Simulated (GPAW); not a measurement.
**A 7-layer slab of Be(0001): simulated STM images**

Aim: Tersoff-Hamann images of a 7-layer slab of Be(0001) at several biases.

Main program and level: GPAW 26.7.0; GPAW, PAW setups; slab in vacuum, relaxation, in the first sound run; inputs show where later runs differ.

**1. The structure**

The cell holds 7 atoms: 7 Be. Its edges and angles: a = 2.290 Å, b = 2.290 Å, c = 24.765 Å, α = 90.0°, β = 90.0°, γ = 60.0°. Vacuum lies along c.

As a file:

```cif
data_structure
_symmetry_space_group_name_H-M 'P 1'
_symmetry_Int_Tables_number 1
_cell_length_a 2.2900
_cell_length_b 2.2900
_cell_length_c 24.7653
_cell_angle_alpha 90.000
_cell_angle_beta 90.000
_cell_angle_gamma 60.000
_cell_volume 112.47
loop_
_atom_site_label
_atom_site_type_symbol
_atom_site_fract_x
_atom_site_fract_y
_atom_site_fract_z
_atom_site_occupancy
Be1 Be 0.00000 0.00000 0.28265 1
Be2 Be 0.66667 0.66667 0.35510 1
Be3 Be 0.00000 0.00000 0.42755 1
Be4 Be 0.66667 0.66667 0.50000 1
Be5 Be 0.00000 0.00000 0.57245 1
Be6 Be 0.66667 0.66667 0.64490 1
Be7 Be 0.00000 0.00000 0.71735 1
```

**2. Relaxation**

Forces are removed first; all later runs use this geometry. The lowest 3 atoms are held at bulk positions and keep their forces.

The input, run.py:

```python
import json
import numpy as np
from ase import Atoms
from ase.constraints import FixAtoms
from ase.optimize import BFGS
from gpaw import GPAW, PW

slab = Atoms(
    ['Be', 'Be', 'Be', 'Be', 'Be', 'Be', 'Be'],
    positions=[
        [0.00000, 0.00000, 7.00000],
        [2.29000, 1.32213, 8.79421],
        [0.00000, 0.00000, 10.58843],
        [2.29000, 1.32213, 12.38265],
        [0.00000, 0.00000, 14.17686],
        [2.29000, 1.32213, 15.97107],
        [0.00000, 0.00000, 17.76529]],
    cell=[[2.29, 0.0, 0.0], [1.145, 1.9832, 0.0], [0.0, 0.0, 24.76529]],
    pbc=[True, True, False])

slab.calc = GPAW(mode=PW(400), xc='PBE', kpts={'size': (16, 16, 1), 'gamma': True},
                 occupations={'name': 'fermi-dirac', 'width': 0.1}, nbands='300%',
                 convergence={'density': 1e-05}, maxiter=200,
                 poissonsolver={'dipolelayer': 'xy'},
                 symmetry={'tolerance': 1e-3, 'extra_ids': [1, 1, 1, 0, 0, 0, 0]}, txt='slab.txt')
result = {}
slab.set_constraint(FixAtoms([0, 1, 2]))
path = []
opt = BFGS(slab, maxstep=0.2)
opt.attach(lambda: path.append((slab.get_potential_energy(), slab.positions.tolist(), slab.get_forces().tolist())))
result['relaxed'] = bool(opt.run(fmax=0.03, steps=40))
result['path'] = path
energy = slab.get_potential_energy()
fermi = slab.calc.get_fermi_level()
v = slab.calc.get_electrostatic_potential().mean((0, 1)) - fermi
n = slab.calc.get_pseudo_density().mean((0, 1))
L = slab.cell[2, 2]
z = np.arange(len(v)) * L / len(v)
low, high = slab.positions[:, 2].min(), slab.positions[:, 2].max()
below, above = np.interp([low - 4.8, high + 4.8], z, v)
slopes = [np.interp(x, z, np.gradient(v, z)) for x in (low - 4.8, high + 4.8)]
eps = np.array([[slab.calc.get_eigenvalues(k, s) for k in range(len(slab.calc.get_ibz_k_points()))]
                for s in range(slab.calc.get_number_of_spins())]) - fermi
top, bottom = eps[eps < 0].max(), eps[eps > 0].min()
dipole = slab.get_dipole_moment()[2]
print(f'energy {energy:.4f} eV, Fermi level {fermi:.4f} eV, dipole {dipole:.5f} e A')
print(f'potential 4.8 A off the faces, from the Fermi level: lower {below:.4f} eV, upper {above:.4f} eV')
print(f'slope of the potential there: lower {slopes[0]:.5f}, upper {slopes[1]:.5f} eV/A')
print(f'nearest levels on the mesh: {top:.4f} and {bottom:.4f} eV')
print('magnetic moment', round(slab.get_magnetic_moment(), 3))
result.update(energy=energy, fermi=fermi, dipole=dipole, below=below, above=above, slopes=slopes, edges=[top, bottom],
              z=z.tolist(), v=v.tolist(), n=n.tolist(), positions=slab.positions.tolist(),
              forces=slab.get_forces(apply_constraint=False).tolist(), moments=slab.get_magnetic_moments().tolist())
json.dump(result, open('result.json', 'w'))
```

Launch:

```
> OMP_NUM_THREADS=1 OPENBLAS_NUM_THREADS=1 python run.py
```

What it wrote:

```text
Step          Energy          fmax
BFGS:    0      -24.877953        0.148584
BFGS:    1      -24.878412        0.135570
BFGS:    2      -24.880339        0.046136
BFGS:    3      -24.880433        0.051939
BFGS:    4      -24.880742        0.051016
BFGS:    5      -24.880871        0.033358
BFGS:    6      -24.880941        0.031461
BFGS:    7      -24.880975        0.032195
BFGS:    8      -24.881020        0.025758
energy -24.8519 eV, Fermi level 0.9110 eV, dipole 0.00050 e A
potential 4.8 A off the faces, from the Fermi level: lower 5.2651 eV, upper 5.2553 eV
slope of the potential there: lower -0.00037, upper 0.00034 eV/A
nearest levels on the mesh: -0.0139 and 0.0059 eV
magnetic moment 0.0
```

Run time: 2.3 min. Hardware: 1 thread of Intel Xeon Platinum 8375C at 2.90GHz (Ice Lake), shared host; peak memory 0.18 GiB.

The steps of the relaxation:

| step | energy less that of the first step (eV) | largest force (eV/Å) |
| --- | --- | --- |
| 1 | 0.0000 | 0.1486 |
| 2 | -0.0004 | 0.1356 |
| 3 | -0.0022 | 0.0461 |
| 4 | -0.0022 | 0.0519 |
| 5 | -0.0025 | 0.0510 |
| 6 | -0.0026 | 0.0334 |
| 7 | -0.0026 | 0.0315 |
| 8 | -0.0027 | 0.0322 |
| 9 | -0.0027 | 0.0258 |

The atoms that moved most (Å):

| atom | dx | dy | dz | length |
| --- | --- | --- | --- | --- |
| Be7 | 0.000 | 0.000 | 0.035 | 0.035 |
| Be5 | 0.000 | 0.000 | -0.013 | 0.013 |
| Be4 | 0.000 | 0.000 | -0.006 | 0.006 |

The relaxed structure:

```cif
data_structure
_symmetry_space_group_name_H-M 'P 1'
_symmetry_Int_Tables_number 1
_cell_length_a 2.2900
_cell_length_b 2.2900
_cell_length_c 24.7653
_cell_angle_alpha 90.000
_cell_angle_beta 90.000
_cell_angle_gamma 60.000
_cell_volume 112.47
loop_
_atom_site_label
_atom_site_type_symbol
_atom_site_fract_x
_atom_site_fract_y
_atom_site_fract_z
_atom_site_occupancy
Be1 Be 0.00000 0.00000 0.28265 1
Be2 Be 0.66667 0.66667 0.35510 1
Be3 Be 0.00000 0.00000 0.42755 1
Be4 Be 0.66667 0.66667 0.49974 1
Be5 Be 0.00000 0.00000 0.57194 1
Be6 Be 0.66667 0.66667 0.64473 1
Be7 Be 0.00000 0.00000 0.71876 1
```

This step gave:

- dipole along the normal: 4.97e-4 e·Å
- levels nearest the Fermi level on the mesh: -0.01391, 0.005879 eV from the Fermi level
- upper work function: 5.255 eV
- lower work function: 5.265 eV

The electrostatic potential energy of an electron (without an applied field's), less the Fermi level, planar mean oscillates, so the rows of the table below give means over windows of 1.86 Å about each position, cut where the curve ends. Its maxima inside the range that stand out by 2 % of the span (Å: eV): 7.8: -1.27, 9.7: -1.48, 11.5: -1.66, 13.3: -1.68, 15.1: -1.42, 16.9: -0.976. Its minima: 7.0: -13.5, 8.8: -13.9, 10.6: -14.1, 12.4: -14.2, 14.1: -14.1, 16.0: -13.9, 17.7: -13.3.

Electrostatic potential energy of an electron (without an applied field's), less the Fermi level, planar mean against z; means over each step:

| z (Å) | electrostatic potential energy of an electron (without an applied field's), less the Fermi level, planar mean (eV) |
| --- | --- |
| 0.93 | 5.26 |
| 2.79 | 5.26 |
| 4.65 | 5.06 |
| 6.51 | -4.35 |
| 8.37 | -6.61 |
| 10.23 | -6.84 |
| 12.09 | -6.91 |
| 13.95 | -6.83 |
| 15.81 | -6.56 |
| 17.67 | -6.00 |
| 19.53 | 4.22 |
| 21.39 | 5.25 |
| 23.25 | 5.26 |

The pseudo valence density, planar mean oscillates, so the rows of the table below give means over windows of 1 Å about each position, cut where the curve ends. Its maxima inside the range that stand out by 2 % of the span (Å: e/Å³): 6.8: 0.227, 7.4: 0.257, 8.5: 0.255, 9.3: 0.255, 10.1: 0.256, 12.0: 0.257, 12.8: 0.257, 14.7: 0.254, 15.5: 0.254, 16.3: 0.251, 17.3: 0.250. Its minima: 7.0: 0.221, 7.8: 0.245, 8.9: 0.222, 9.7: 0.249, 10.5: 0.218, 12.4: 0.214, 14.2: 0.219, 15.1: 0.247, 15.9: 0.220, 16.9: 0.236.

Table of pseudo valence density, planar mean by z; means over each step:

| z (Å) | pseudo valence density, planar mean (e/Å³) |
| --- | --- |
| 2 | 2.9e-6 |
| 3 | 5.1e-5 |
| 4 | 8.4e-4 |
| 5 | 0.0119 |
| 6 | 0.0999 |
| 7 | 0.230 |
| 8 | 0.250 |
| 9 | 0.241 |
| 10 | 0.248 |
| 11 | 0.244 |
| 12 | 0.244 |
| 13 | 0.250 |
| 14 | 0.240 |
| 15 | 0.250 |
| 16 | 0.239 |
| 17 | 0.242 |
| 18 | 0.213 |
| 19 | 0.0706 |
| 20 | 0.00713 |
| 21 | 4.8e-4 |
| 22 | 2.9e-5 |
| 23 | 1.6e-6 |

The relaxation lowered the energy of the cell by 0.00270 eV (energies extrapolated to zero smearing; the optimiser's log prints free energies). The largest force left on a free atom is 0.026 eV/Å.

**3. The slab's potential**

With the geometry fixed, the planar mean of the potential gives the vacuum level on each side.

This step: GPAW, PAW setups; slab in vacuum (GPAW 26.7.0).

Changes to run.py since step 2:

```diff
@@ -3,4 +3,3 @@
 from ase import Atoms
-from ase.constraints import FixAtoms
-from ase.optimize import BFGS
+from ase.dft.stm import STM
 from gpaw import GPAW, PW
@@ -13,6 +12,6 @@
         [0.00000, 0.00000, 10.58843],
-        [2.29000, 1.32213, 12.38265],
-        [0.00000, 0.00000, 14.17686],
-        [2.29000, 1.32213, 15.97107],
-        [0.00000, 0.00000, 17.76529]],
+        [2.29000, 1.32213, 12.37628],
+        [-0.00000, 0.00000, 14.16434],
+        [2.29000, 1.32213, 15.96702],
+        [-0.00000, -0.00000, 17.80027]],
     cell=[[2.29, 0.0, 0.0], [1.145, 1.9832, 0.0], [0.0, 0.0, 24.76529]],
@@ -24,10 +23,4 @@
                  poissonsolver={'dipolelayer': 'xy'},
-                 symmetry={'tolerance': 1e-3, 'extra_ids': [1, 1, 1, 0, 0, 0, 0]}, txt='slab.txt')
+                 symmetry={'tolerance': 1e-3}, txt='slab.txt')
 result = {}
-slab.set_constraint(FixAtoms([0, 1, 2]))
-path = []
-opt = BFGS(slab, maxstep=0.2)
-opt.attach(lambda: path.append((slab.get_potential_energy(), slab.positions.tolist(), slab.get_forces().tolist())))
-result['relaxed'] = bool(opt.run(fmax=0.03, steps=40))
-result['path'] = path
 energy = slab.get_potential_energy()
@@ -53,2 +46,16 @@
               forces=slab.get_forces(apply_constraint=False).tolist(), moments=slab.get_magnetic_moments().tolist())
+
+# Images need the states of the whole zone, up to time reversal
+slab.calc = slab.calc.fixed_density(symmetry={'point_group': False}, txt='states.txt', nbands='360%',
+                                    convergence={'bands': 'CBM+0.8'})
+stm = STM(slab)
+result['stm'] = []
+for bias in [-0.5, 0.5]:
+    height = high + 3.0
+    current = stm.get_averaged_current(bias, height)
+    x, y, h = stm.scan(bias, current)
+    i, f = divmod(height / L * stm.ldos.shape[2], 1)
+    I = abs((1 - f) * stm.ldos[:, :, int(i)] + f * stm.ldos[:, :, int(i) + 1])
+    print(f'bias {bias} V: mean current at 3.0 A {current:.4e}, corrugation {np.ptp(h):.4f} A')
+    result['stm'].append(dict(bias=bias, current=current, h=(h - high).tolist(), I=I.tolist()))
 json.dump(result, open('result.json', 'w'))
```

What it wrote:

```text
energy -24.8519 eV, Fermi level 0.9110 eV, dipole 0.00047 e A
potential 4.8 A off the faces, from the Fermi level: lower 5.2652 eV, upper 5.2553 eV
slope of the potential there: lower -0.00036, upper 0.00034 eV/A
nearest levels on the mesh: -0.0139 and 0.0059 eV
magnetic moment 0.0
bias -0.5 V: mean current at 3.0 A 3.1955e-05, corrugation 0.0026 A
bias 0.5 V: mean current at 3.0 A 4.9404e-05, corrugation 0.0023 A
```

The job ended after 62 s (1 thread; peak memory 0.35 GiB).

Numbers from this step:

| Property | Result |
| --- | --- |
| dipole along the normal | 4.66e-4 e·Å |
| levels nearest the Fermi level on the mesh | -0.01391, 0.005885 eV from the Fermi level |
| corrugation -0.5 | 0.002604 Å |
| corrugation 0.5 | 0.002271 Å |

Table of electrostatic potential energy of an electron (without an applied field's), less the Fermi level, planar mean by z:

z (Å), electrostatic potential energy of an electron (without an applied field's), less the Fermi level, planar mean (eV) and a bar from the least value:
```
      0.0        5.3 ##############################
      0.5        5.3 ##############################
      1.0        5.3 ##############################
      1.5        5.3 ##############################
      2.0        5.3 ##############################
      2.5        5.3 ##############################
      3.0        5.3 ##############################
      3.5        5.3 ##############################
      4.0        5.3 ##############################
      4.5        5.2 ##############################
      5.0        5.0 ##############################
      5.5        4.4 #############################
      6.0        2.3 #########################
      6.5       -4.2 ###############
      7.0      -13.4 #
      7.5       -4.7 ##############
      8.0       -1.5 ###################
      8.5       -9.3 #######
      9.0      -11.3 ####
      9.5       -2.3 ##################
     10.0       -3.7 ################
     10.5      -13.5 
     11.0       -6.9 ###########
     11.5       -1.7 ###################
     12.0       -7.7 ##########
     12.5      -13.2 #
     13.0       -3.3 #################
     13.5       -2.9 #################
     14.0      -12.4 ##
     14.5       -8.6 ########
     15.0       -1.6 ###################
     15.5       -5.6 #############
     16.0      -13.8 
     16.5       -4.2 ###############
     17.0       -1.3 ####################
     17.5       -8.8 ########
     18.0      -11.0 ####
     18.5       -0.9 ####################
     19.0        3.4 ###########################
     19.5        4.8 #############################
     20.0        5.1 ##############################
     20.5        5.2 ##############################
     21.0        5.2 ##############################
     21.5        5.3 ##############################
     22.0        5.3 ##############################
     22.5        5.3 ##############################
     23.0        5.3 ##############################
     23.5        5.3 ##############################
     24.0        5.3 ##############################
     24.5        5.3 ##############################
```

The pseudo valence density, planar mean oscillates, so the rows of the table below give means over windows of 1 Å about each position, cut where the curve ends. Its maxima inside the range that stand out by 2 % of the span (Å: e/Å³): 6.8: 0.227, 7.4: 0.257, 8.5: 0.255, 9.3: 0.255, 10.1: 0.256, 12.0: 0.257, 12.8: 0.257, 14.7: 0.254, 15.5: 0.254, 16.3: 0.251, 17.3: 0.250. Its minima: 7.0: 0.221, 7.8: 0.245, 8.9: 0.222, 9.7: 0.249, 10.5: 0.218, 12.4: 0.214, 14.2: 0.219, 15.1: 0.247, 15.9: 0.220, 16.9: 0.236.

The pseudo valence density, planar mean by z; means over each step:

(Unchanged from step 2.)

The tip height over the top atom is 3 Å all over the map of a1 and a2.

Local density of states summed over the bias window over a1 and a2. Sample bias -0.5 V, constant height 3.0 Å over the top atom.

Ten even steps from '0' (3.19 × 1e-5 arbitrary) to '9' (3.21 × 1e-5 arbitrary):
```
110037667300
010027989720
100137988973
420247986897
444444688886
224442269996
422222247777
444202444323
124422442100
000442440000
110242242011
110144244101
```
Columns: a1 from 0 to 0.917; rows upwards: a2 from 0 to 0.917.

The tip height over the top atom is 3 Å all over the map of a1 and a2.

Local density of states summed over the bias window over a1 and a2. Sample bias 0.5 V, constant height 3.0 Å over the top atom.

Values in units of 1e-5 arbitrary, 12 rows by 12 columns:
```
4.9 4.9 4.9 4.9 4.9 4.9 4.9 4.9 4.9 4.9 4.9 4.9
4.9 4.9 4.9 4.9 4.9 4.9 4.9 4.9 4.9 4.9 4.9 4.9
4.9 4.9 4.9 4.9 4.9 4.9 4.9 4.9 4.9 4.9 4.9 4.9
4.9 4.9 4.9 4.9 4.9 4.9 4.9 4.9 4.9 4.9 4.9 4.9
4.9 4.9 4.9 4.9 4.9 4.9 4.9 4.9 4.9 4.9 4.9 4.9
4.9 4.9 4.9 4.9 4.9 4.9 4.9 4.9 4.9 4.9 4.9 4.9
4.9 4.9 4.9 4.9 4.9 4.9 4.9 4.9 4.9 4.9 4.9 4.9
4.9 4.9 4.9 4.9 4.9 4.9 4.9 4.9 4.9 4.9 4.9 4.9
4.9 4.9 4.9 4.9 4.9 4.9 4.9 4.9 4.9 4.9 4.9 4.9
4.9 4.9 4.9 4.9 4.9 4.9 4.9 4.9 4.9 4.9 4.9 4.9
4.9 4.9 4.9 4.9 4.9 4.9 4.9 4.9 4.9 4.9 4.9 4.9
4.9 4.9 4.9 4.9 4.9 4.9 4.9 4.9 4.9 4.9 4.9 4.9
```
Columns: a1 from 0 to 0.917; rows upwards: a2 from 0 to 0.917.

Force by atom:

| atom | x (eV/Å) | y (eV/Å) | z (eV/Å) | size |
| --- | --- | --- | --- | --- |
| Be1 | 0.000 | 0.000 | -0.149 | 0.149 |
| Be2 | 0.000 | 0.000 | 0.104 | 0.104 |
| Be3 | 0.000 | 0.000 | 0.001 | 0.001 |
| Be4 | 0.000 | 0.000 | 0.004 | 0.004 |
| Be5 | 0.000 | 0.000 | 0.026 | 0.026 |
| Be6 | 0.000 | 0.000 | -0.004 | 0.004 |
| Be7 | 0.000 | 0.000 | 0.018 | 0.018 |

The potential is flat to 3.6e-4 eV/Å where it is read, so the vacuum is wide enough.

**4. Results**

- work function, upper and lower face: 5.255 and 5.265 eV
- dipole along the normal: 4.7e-4 e Å, near the numerical noise
- corrugation at -0.5 V: 0.00260 Å
- corrugation at 0.5 V: 0.00227 Å

**Reading.** In GPAW's constant-current maps the tip height varies by under 0.05 Å at every bias shown (0.0026 Å at most), which is near the numerical ripple of the maps: an s-wave tip would see an almost flat surface. Negative sample bias images filled states, positive bias empty ones. The measured value for polycrystalline Be, which weights the faces of low work function, is 4.98 eV (as compiled in "Anisotropic work function of elemental crystals", 2019, arxiv:1902.07811); the relaxed upper face lies 0.28 eV over it with PBE. Measured work functions scatter by a tenth of an eV or more between methods. The images are of Tersoff-Hamann type: an s-wave tip, no tip-sample forces, heights closer than in a microscope. The small printed dipole stands for a step of -19 meV from the lower to the upper face, and the probes find -9.9 meV; values this small are near the numerical noise of both. The in-plane lattice was kept as typed, which isn't the functional's own and leaves some strain; spin-orbit coupling and temperature are left out.

[Logs are printed without paths, hosts, clocks, repeated set-up lines and the standing remarks that a program may print on its own settings, such as how far it seeks lower states.]

[Hosts, paths, dates, database ids (printed as entryN), source tags and the programs' standing remarks are cut or masked in the printed files.]
